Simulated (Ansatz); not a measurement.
# Lattice dynamics of CdF2 monolayer (1T), part 2 of 3

Task: relax CdF2 monolayer (1T), then find its harmonic phonons.

Ansatz 0.2.0; DFT LDA, scalar-relativistic, plane waves, PAW.

So far. Step 4 (Tight relaxation): The largest force component left is 0.081 meV/Å, within the tolerances set.

## Step 5: Modes at Γ

The zone centre comes first: it holds the modes that light can see, as far as symmetry allows. The response to a homogeneous field gives the Born charges and the dielectric tensor, and its change with displacement the Raman tensors.

input.yaml reads:

```yaml
crystal:
  lattice:
    - [3.4394442632, 0.0, 0.0]
    - [-1.7197221316, 2.9786461068, 0.0]
    - [0.0, 0.0, 27.6]
  atoms:
    - { symbol: Cd, position: [0.0, 0.0, 0.3623188406] }
    - { symbol: F, position: [0.3333333333, 0.6666666667, 0.3975838822] }
    - { symbol: F, position: [0.6666666667, 0.3333333333, 0.327053799] }
  periodic: [true, true, false]
kpoints:
  mp_grid: { grid: [12, 12, 1] }
hamiltonian:
  xc: lda
scf:
  occupations: { method: fixed }
output:
  eigenvalues: true
phonons:
  method: dfpt
  dielectric: true
  raman: true
```

Launch:

```bash
> ansatz run input.yaml --threads 8 --pin off --max-ram 14336MiB --backend cpu --events-out ev --progress --plain --runs-dir out
```

Numbers of over 12 decimals in the logs are rounded to 6 here.

Log:

```text
Warning: phonons.dielectric: true without phonons.rigid_motions: the static dielectric tensor ε⁰ will be withheld (ε∞, Z* and the rows of modes are given); for a crystal or a slab, whose only rigid motions are the translations, set phonons.rigid_motions: translations
Warning: crystal.symmetry: narrowed to the stabiliser of the run's FFT grids — unitary ops 12 → 6. A phonons.method: dfpt run fills in the rows of the dynamical matrix that it does not solve by its symmetry operations, which is exact only for operations that map its FFT grids onto themselves: filled in by any other, the frequencies could depend on the order in which like atoms are typed, or, by more than the grids' own error, on where the crystal sits among the grids' points. Excluded: 6 operations. The run can therefore solve more perturbations, solve them on more k-points, or both, and cost more. [rest of the remark cut]
[...]
Crystal: 3 atoms, lattice volume = 282.759 Å³
Basis set: ecut = 420 eV, 5529 PW (Γ), exchange–correlation on 48×48×384 points (8 copies of the dense FFT grid, shifted against one another)
Bands: 21, of which v1, the nominal top of the filled ones, is band 17 counted from 1 (16 counted from 0)
Symmetry: 12 space group operations
k-points: 43 of 144 (irreducible under 2 space group operations, time reversal used)
[...]
SCF iter   1: F=—  HF=-9705.892375 eV  |F-HF|=—  |Δ(HF+E_count)|=         —  Δρ=7.67e-3  dr2=1.25e-1  ethr=1.77e-3  ⟨swp⟩=7.1  Hψ=4687  notcnv=0  defer=74
[...]
SCF iter   9: F=-9705.853155 eV  HF=-9705.853155 eV  |F-HF|=3.64e-11  |Δ(HF+E_count)|=  1.82e-12  Δρ=2.70e-8  dr2=2.24e-12  ethr=1.00e-12  ⟨swp⟩=22.4  Hψ=8267  notcnv=0
SCF 1 converged in 9 iterations: F = -9705.853155 eV  dr2 = 2.24e-12
[...]
DFPT response loops at Γ: preconditioner auto → none (the input reference at scf.mixing.eps_inf says where Resta's filter doesn't serve); β = 0.50; Broyden in place of MSR1
── the response to a field inside a basis, on 12×12×1 k-points: an SCF that follows is theirs, and a resumed run solves both again ──
Bands: 18, of which v1, the nominal top of the filled ones, is band 17 counted from 1 (16 counted from 0)
k-points: 42 of 144 (irreducible under 2 space group operations, time reversal used)
[...]
Eigensolver: Dense (42 Hₖ)
SCF iter   1: F=—  HF=-9705.848645 eV  |F-HF|=—  |Δ(HF+E_count)|=         —  Δρ=2.77e-4  dr2=4.33e-5  ethr=1.00e-1
[...]
SCF iter   6: F=-9705.848628 eV  HF=-9705.848628 eV  |F-HF|=2.73e-11  |Δ(HF+E_count)|=  4.87e-10  Δρ=1.33e-7  dr2=2.45e-11  ethr=1.07e-11
SCF 1 converged in 6 iterations: F = -9705.848628 eV  dr2 = 2.45e-11
[...]
SCF converged after 9 iterations
Free energy (F): -9705.853155 eV
[...]
Internal energy: -9705.853155 eV  (E = F + TS)
E sigma→0 (E₀):  -9705.853155 eV
Fermi energy:    -8.880603 eV
[...]
--- Band table (eV; the first three rows and the last of 43) ---
  k-point 0: bands = [... 13 lower, -10.4930, -10.1386, -8.8806, -8.8806, -5.0773, -1.7594 (-1.7594°), -0.0522, 0.1816]
  k-point 1: bands = [... 13 lower, -10.3865, -10.0978, -8.9991, -8.9059, -4.8642, -1.6084 (-1.6084°), 0.0587, 0.3038]
  k-point 2: bands = [... 13 lower, -10.3925, -10.0020, -9.2927, -8.9585, -4.2837, -1.1921 (-1.1920°), 0.3883, 0.6675]
  k-point 42: bands = [... 13 lower, -11.0031, -10.3979, -9.3955, -9.2471, -1.4392, 1.2018 (1.2019°), 1.6775, 3.0594]
  ° read free of the cell's end (the report's vacuum.weakly_bound_levels)
--- Phonons (Γ-DFPT): 6 representative perturbations + reference, on 43 of 144 k-points (Σ response iterations 27) ---
  ASR residual: 3.580e-5 → 0.000e0 eV/Å²; symmetrization residual: 3.521e-5 eV/Å²
  The last average, over the group as it would stand without the narrowing to the FFT grids, took up to 1.181e-5 eV/Å² of the zone centre's force constants
  ASR residual per site (eV/Å²): 3.58e-5 1.92e-5 9.76e-6
  Γ frequencies (cm⁻¹): 0.00 0.00 0.00 257.98 257.98 295.40 295.40 310.76 325.13
  ε∞ (high-frequency dielectric tensor):
        1.273976     0.000000     0.000000
        0.000000     1.273976    -0.000000
        0.000000    -0.000000     1.085270
  α∞ (the layer's polarisability for a field applied outside it; Å, Gaussian; ε∞ is over the cell's 27.600 Å):
        0.601744     0.000000     0.000000
        0.000000     0.601744    -0.000000
        0.000000    -0.000000     0.187282
  ε⁰ (static dielectric tensor): not given — the deck does not say what the cell's rigid motions are, and on a molecule in a box or a wire the rigid rotations would enter the sum over the modes at Γ. For a crystal or a slab, whose only rigid motions are the translations, set phonons.rigid_motions: translations.
  Born effective charges Z* (e; rows j = field, columns β = displacement):
    site 0:
         2.54639   -0.00000    0.00000
         0.00000    2.54639    0.00000
        -0.00000    0.00000    0.71515
    site 1:
        -1.27319   -0.00000    0.00000
        -0.00000   -1.27319   -0.00000
         0.00000    0.00000   -0.35757
    site 2:
        -1.27319    0.00000    0.00000
         0.00000   -1.27319   -0.00000
         0.00000    0.00000   -0.35757
  Z* charge neutrality: 3.911e-5 e pre-enforcement
  k-mesh period / interband length: 27.6 Å / 0.69 Å = 40.23 at k = (0.0000, 0.0000, 0.0000), direct gap 3.803 eV — 14 or more, which is no proof of convergence; an axis of the mesh has one division: compare the results on two meshes, or along an axis of vacuum in a longer cell
  Raman tensors (in the event stream and the table raman_tensors.tsv): an entry may err by 8.1e-3 Å², one of the second-order susceptibility by 4.4e-21 pm/V (basis, points and sum rule); their sum over the sites missed zero by 2.220e-16 Å² ahead of its enforcement
  optical modes at Γ without the LO–TO term, one row a degenerate level:
      ω (cm⁻¹)  modes    IR ((D/Å)²/amu)  static Raman (Å⁴/amu)  depolarisation
        257.98      2             0.0000                 2.5124           0.750
        295.40      2            10.5354                 0.0000               —
        310.76      1             0.0000                 5.6410           0.050
        325.13      1             0.4155                 0.0000               —
```

Run time: 2.5 min. Hardware: 8 threads of Intel Xeon Platinum 8488C (Sapphire Rapids), shared host; peak memory 2.8 GiB.

The column dr2 measures how far the density is from self-consistency, as an energy; F and HF (Harris–Foulkes) agree once it is small.

This step gave:

```yaml
sum_rule_residual_before_enforcement: 3.58e-5 eV/Å²
miss_of_the_charge_sum_rule: 3.91e-5 e
point_group: -3m
highest_optical_mode_at_the_zone_centre_no_lo_to_term: 325.1 cm⁻¹
lowest_optical_zone_centre_mode: 258.0 cm⁻¹
largest_born_charge_third_of_the_trace: 1.936 e
```

Without the LO-TO term. Patterns of degenerate modes are one choice out of their space. The modes at Γ (shares of kinetic energy by element, %):

```csv
mode,frequency (cm⁻¹),symmetry,Cd %,F %
1,0.0,acoustic,75,25
2,0.0,acoustic,75,25
3,0.0,acoustic,75,25
4,258.0,Eg,0,100
5,258.0,Eg,0,100
6,295.4,Eu,25,75
7,295.4,Eu,25,75
8,310.8,A1g,0,100
9,325.1,A2u,25,75
```

Displacements in mode 4 (258.0 cm⁻¹), the largest set to 1:
```
Cd1  0.00  0.00  0.00
F2   1.00  0.00  0.00
F3  -1.00  0.00  0.00
```

Displacements in mode 7 (295.4 cm⁻¹), the largest set to 1:
```
Cd1 -0.34  0.00  0.00
F2   1.00  0.00  0.00
F3   1.00  0.00  0.00
```

High-frequency dielectric tensor, averaged over the cell of height 27.6 Å or as lengthened by the program, vacuum included. Tensor:

```csv
,x,y,z
x,1.274,0,0
y,0,1.274,0
z,0,0,1.085
```

Born charge (rows field, columns displacement) (e), principal values of the symmetric part by kind of site:

```csv
atom,atoms with these values,low,middle,high,mean
Cd1,1,0.72,2.55,2.55,1.94
F2,2,-1.27,-1.27,-0.36,-0.97
```

In full for F2:

```
-1.27  0.00  0.00
 0.00 -1.27  0.00
 0.00  0.00 -0.36
```

Transverse modes. Infrared lines, with heights relative to the strongest:

```csv
position (cm⁻¹),label,relative intensity
258,Eg,0.0
295,Eu,100
311,A1g,0.0
325,A2u,3.9
```

Activity x (w_L - w)^4 (n + 1)/w, 532 nm, 300 K. Lines of the Raman spectrum (strongest = 100):

```csv
position (cm⁻¹),label,relative intensity
258,Eg,59
295,Eu,0.0
311,A1g,100
325,A2u,0.0
```

Before it was imposed, the acoustic sum rule was missed by 3.6e-5 eV/Å² and the charge sum rule by 3.9e-5 e. Small misses are needed for a sound result but don't prove that mesh and cutoff are converged. The lowest optical mode is real, 258 cm⁻¹.

## Step 6: Response at finite wavevector

Stability and thermal properties need the whole zone. Linear response on a 6×6×1 q mesh gives force constants as far as a supercell of that size would, and the tensors from the zone-centre run are typed in so that the long-range dipole term is interpolated apart.

input.yaml, the sections that differ from step 5:

```yaml
phonons:
  method: dfpt
  qmesh: [6, 6, 1]
  temperatures: { t_max: 1000, t_step: 50 }
  qpath:
    path:
      - [0.0, 0.0, 0.0]
      - [0.5, 0.0, 0.0]
      - [0.33333333, 0.33333333, 0.0]
      - [0.0, 0.0, 0.0]
    npoints: 10
  isolated: true
  non_analytic_term:
    high_frequency_dielectric_tensor: [[1.274, 0.0, 0.0], [0.0, 1.274, 0.0], [0.0, 0.0, 1.0853]]
    born_effective_charges:
      - { species: Cd, tensor: [[2.5464, 0.0, 0.0], [0.0, 2.5464, 0.0], [0.0, 0.0, 0.7151]] }
      - { species: F, tensor: [[-1.2732, 0.0, 0.0], [0.0, -1.2732, 0.0], [0.0, 0.0, -0.3576]] }
      - { species: F, tensor: [[-1.2732, 0.0, 0.0], [0.0, -1.2732, 0.0], [0.0, 0.0, -0.3576]] }
    source: "zone-centre run at this cell"
# crystal, kpoints, hamiltonian, scf, output: as in step 5
```

Log:

```text
Warning: phonons: the dynamical matrix that this run interpolates holds no multipole term above the dipole-dipole one, and a site of this crystal is no centre of inversion, so its interpolated transverse optical and acoustic branches and sound speeds can stay off near Gamma, and the density of states and the thermodynamics with them. What a run solves at a wave vector of phonons.qpoints, Gamma apart, where the deck admits one, is free of this, and under fd what a larger phonons.supercell samples
[...]
Crystal: 3 atoms, lattice volume = 282.759 Å³
Basis set: ecut = 420 eV, 5529 PW (Γ), exchange–correlation on 48×48×384 points (8 copies of the dense FFT grid, shifted against one another)
Bands: 21, of which v1, the nominal top of the filled ones, is band 17 counted from 1 (16 counted from 0)
Symmetry: 12 space group operations
k-points: 19 of 144 (irreducible under 6 space group operations, time reversal used)
[...]
SCF iter   1: F=—  HF=-9705.892381 eV  |F-HF|=—  |Δ(HF+E_count)|=         —  Δρ=7.67e-3  dr2=1.25e-1  ethr=1.77e-3  ⟨swp⟩=7.1  Hψ=2076  notcnv=0  defer=32
[...]
SCF iter   9: F=-9705.853155 eV  HF=-9705.853155 eV  |F-HF|=0.00e0  |Δ(HF+E_count)|=  9.09e-12  Δρ=3.45e-8  dr2=2.38e-12  ethr=1.00e-12  ⟨swp⟩=20.1  Hψ=3863  notcnv=0
SCF 1 converged in 9 iterations: F = -9705.853155 eV  dr2 = 2.38e-12
[...]
NSCF: frozen V_eff on 19 k-points
[...]
DFPT response loops at q = (0, 0, 0) (fractional): preconditioner auto → none (the input reference at scf.mixing.eps_inf says where Resta's filter doesn't serve); β = 0.50; Broyden in place of MSR1
[...]
SCF converged after 9 iterations
Free energy (F): -9705.853155 eV
[...]
Internal energy: -9705.853155 eV  (E = F + TS)
E sigma→0 (E₀):  -9705.853155 eV
Fermi energy:    -8.880603 eV
[...]
--- Band table (eV; the first three rows and the last of 19) ---
  k-point 0: bands = [... 13 lower, -10.4930, -10.1386, -8.8806, -8.8806, -5.0773, -1.7594 (-1.7594°), -0.0522, 0.1816]
  k-point 1: bands = [... 13 lower, -10.3865, -10.0978, -8.9991, -8.9059, -4.8642, -1.6084 (-1.6084°), 0.0587, 0.3038]
  k-point 2: bands = [... 13 lower, -10.3925, -10.0020, -9.2927, -8.9585, -4.2837, -1.1921 (-1.1920°), 0.3883, 0.6675]
  k-point 18: bands = [... 13 lower, -10.9802, -10.8719, -9.3287, -9.3287, -0.7423, 2.0565, 2.2518, 2.2518]
  ° read free of the cell's end (the report's vacuum.weakly_bound_levels)
--- Phonons (Γ-DFPT): 6 representative perturbations + reference (Σ response iterations 27) ---
  ASR residual: 6.086e-5 → 0.000e0 eV/Å²; symmetrization residual: 3.684e-5 eV/Å²
[...]
ASR residual per site (eV/Å²): 6.09e-5 2.85e-5 3.61e-5
  Γ frequencies (cm⁻¹): 0.00 0.00 0.00 257.98 257.98 295.40 295.40 310.76 325.13
--- Phonons (arbitrary-q DFPT): 7 irreducible q on the 6×6×1 mesh ---
  q = [0.0000, 0.0000, 0.0000] (star 1, of the zone-centre solve; hermiticity 6.68e-6, symmetrization 6.94e-12, taken by the last average 4.27e-7): 0.00 0.00 0.00 257.98 257.98 295.40 295.40 310.76 325.13
  q = [0.0000, 0.1667, 0.0000] (star 6, 9 solved perturbations on 78 of 144 k-point pairs; hermiticity 3.87e-6, symmetrization 2.14e-11, taken by the last average 2.80e-7): 13.48 45.10 79.28 244.32 266.60 296.07 310.04 311.96 390.71
[...]
q = [0.1667, 0.1667, 0.0000] (star 6, 6 solved perturbations in 666 linear systems a pass and spin channel, the states on 144 of 144 k-point pairs; hermiticity 2.19e-6, symmetrization 6.06e-11, taken by the last average 4.79e-7): 30.51 83.07 119.77 256.90 258.57 260.88 315.24 339.40 394.37
[...]
sum rule: each row above includes the acoustic sum rule's correction from the zone centre's row sums; it moved no ω² by more than (0.72 cm⁻¹)²
  mesh force constants: q→R imaginary residual 1.36e-16; ASR residual 6.086e-5 → 0.000e0 eV/Å²; symmetrization residual 8.882e-15 eV/Å²
  interpolated dispersion: 31 rows × 9 modes
  density of states and harmonic sums: on the 24×24×1 q-mesh, interpolated from the force constants of a 6×6×1 supercell (with the dipole–dipole term of supplied tensors)
  largest difference from the sums on the solved wave vectors: F 2.97e-2 eV, S 3.64e-5 and C_V 6.72e-6 eV/K
  zero-point energy: 0.128491 eV/cell   skipped modes (ω ≤ 0): 3   left out of the sums: 5.79e-4 of the cell's modes: C_V's classical limit lies that fraction below 3 k_B per atom; for a crystal, a wire or a layer, F and S can be off by more, and a phonons.interpolated_qmesh denser along its periods is the remedy for the sampling
```

It took 7.7 min on 8 threads; peak memory 2.1 GiB; 49 min of CPU time.

Numbers from this step:

```yaml
sum_rule_residual_before_enforcement: 6.09e-5 eV/Å²
lowest_frequency_on_the_path: 0 cm⁻¹
highest_frequency_on_the_path_or_at_a_solved_wavevector: 396.3 cm⁻¹
mean_frequency: 230.3 cm⁻¹
lowest_mode_on_the_q_mesh_acoustic_modes_at_gamma_apart: 13.48 cm⁻¹
zero_point_energy_per_atom: 42.83 meV
heat_capacity_at_300_k: 22.09 J/(mol atoms K)
vibrational_entropy_at_300_k: 29.78 J/(mol atoms K)
edges_of_the_widest_gap_between_branches_on_path_and_mesh: 159.2, 220.5 cm⁻¹
```

Frequencies (cm⁻¹) solved at each irreducible wavevector; negative means imaginary. Frequencies by wavevector, by row:

```csv
q in reciprocal lattice units,star,mode 1,mode 2,mode 3,mode 4,mode 5,mode 6,mode 7,mode 8,mode 9
0 0 0,1,0,0,0,258,258,295.4,295.4,310.8,325.1
0 0.1667 0,6,13.5,45.1,79.3,244.3,266.6,296.1,310,312,390.7
0 0.3333 0,6,36.6,79.7,137.7,227.6,255.2,283.2,327.8,333.1,394.2
0 -0.5 0,3,47.2,93.3,159.2,220.5,241.3,283.9,340.8,341.5,389
0.1667 0.1667 0,6,30.5,83.1,119.8,256.9,258.6,260.9,315.2,339.4,394.4
0.1667 0.3333 0,12,45.5,113.3,149.9,234.3,242.2,277.3,333.1,346.6,389.6
0.3333 0.3333 0,2,48.6,145.3,145.3,234.5,234.5,282.5,341.7,341.7,387.9
```

Interpolated from a 6×6×1 q mesh, with the LO-TO term (at Γ the limit along the path; where Γ stands inside the path, tables give the limit on arrival). The phonon branches at the labelled points (cm⁻¹):

```csv
point,branch 1,branch 2,branch 3,branch 4,branch 5,branch 6,branch 7,branch 8,branch 9
Γ,0,0,0,258,258,295,295,311,325
halfway,25,64,112,235,266,285,317,323,396
M,47,93,159,220,241,284,341,342,389
halfway,47,117,155,234,236,279,339,344,388
K,49,145,145,234,234,282,342,342,388
halfway,30,83,120,257,259,261,315,339,394
Γ,0,0,0,258,258,295,295,311,325
```

The phonon branches as a text plot (rows in cm⁻¹):

```
    388 |     *********************************************
    372 |   **                                             **
    355 | **                                 *****           ***
    339 |             *************************   *******
    322 |***    ********                       *******   **  ****
    305 |*********                                    ***********
    289 |*      ******************    *******            **     *
    272 |     ******              ****       *******  ***
    256 |*****      ****                       ******************
    239 |     ******    ****************************
    223 |           **************
    206 |
    190 |
    173 |
    157 |               ****************
    140 |             **              **************
    124 |           **             ***       **     **
    107 |         **            ***            *****  ***
     91 |       **      ********                    **
     74 |     **    ****                              *****
     58 |       ****                                       **
     41 |   ****      ******************************     **
     25 | ****  ******                              *****  *****
      8 |*******                                         ********
         Γ                   M           K                      Γ
```

(Continued in part 3 of 3.)

[Logs are printed without paths, hosts, clocks, repeated set-up lines and the standing remarks that a program may print on its own settings, such as how far it seeks lower states.]

[Hosts, paths, dates, database ids (printed as entryN), source tags and the programs' standing remarks are cut or masked in the printed files.]
